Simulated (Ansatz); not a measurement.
In doubt: one-shot GW on d or f shells is unsure (in some of the runs), so the values of those runs are not to be relied on.

System: BaNaCeBiO6 (F-43m).

```xyz
10
Lattice="0.0000 4.3461 4.3461 4.3461 0.0000 4.3461 4.3461 4.3461 0.0000" Properties=species:S:1:pos:R:3 pbc="T T T"
Na    2.1730    2.1730    2.1730
Ba    6.5191    6.5191    6.5191
Ce    4.3461    4.3461    4.3461
Bi    0.0000    0.0000    0.0000
O     2.1311    4.3461    4.3461
O     6.5610    4.3461    4.3461
O     4.3461    4.3461    6.5610
O     4.3461    4.3461    2.1311
O     4.3461    2.1311    4.3461
O     4.3461    6.5610    4.3461
```

The cell and positions are those that the Materials Project relaxed with its own functionals (PBE, PBE+U or r2SCAN), kept fixed. At the settings of the band run the largest force is still 0.13 eV/Å. Spin-orbit coupling is left out unless a run names it.

Gaps computed with Ansatz 0.2.0 without a self-energy: LDA 1.59 eV, PBEsol 1.64 eV, PBE 1.68 eV, r2SCAN 2.07 eV, HSE06 3.00 eV and DDH-PBE0 3.13 eV.

Q: Estimate the G0W0@PBE gap with 4×4×4 mesh, 900 empty bands, screening to 180 eV, PAW set soft_1 files.

About 2.82 eV: on its mesh the run moves the gap from 1.68 eV by +1.14 eV. Among the scalar-relativistic levels given, HSE06 is nearest (+0.18 eV). Bands and cutoff are finite, so the gap is not at the basis limit. The miss can reach some tenths of an eV and take either sign; the mesh is an error of its own. Empty 4f levels lie among the conduction bands. Their place in the start is unsure; it enters the screening, and the edge itself where they lie low. The runs have no spin polarisation. For a closed low-spin shell that is the natural state; where a d or f shell is open it is a constraint, and the gap is then not the crystal's own. The compound holds f electrons or empty f levels, where one-shot G0W0 is unsure. The many-body steps are scalar-relativistic: spin-orbit coupling is not in them.

[Paths, hosts, dates, memory and timing lines, banners, echoed tables and standing remarks are left out of the program output.]

[Logs are printed without paths, hosts, clocks, repeated set-up lines and the standing remarks that a program may print on its own settings, such as how far it seeks lower states.]

[Runs of the session that timed out or met a known fault of the program may be left out.]

[Cells called generated may have been cut or substituted from an entry of the Crystallography Open Database or the Materials Project.]

[Hosts, paths, dates, database ids (printed as entryN), source tags and the programs' standing remarks are cut or masked in the printed files.]
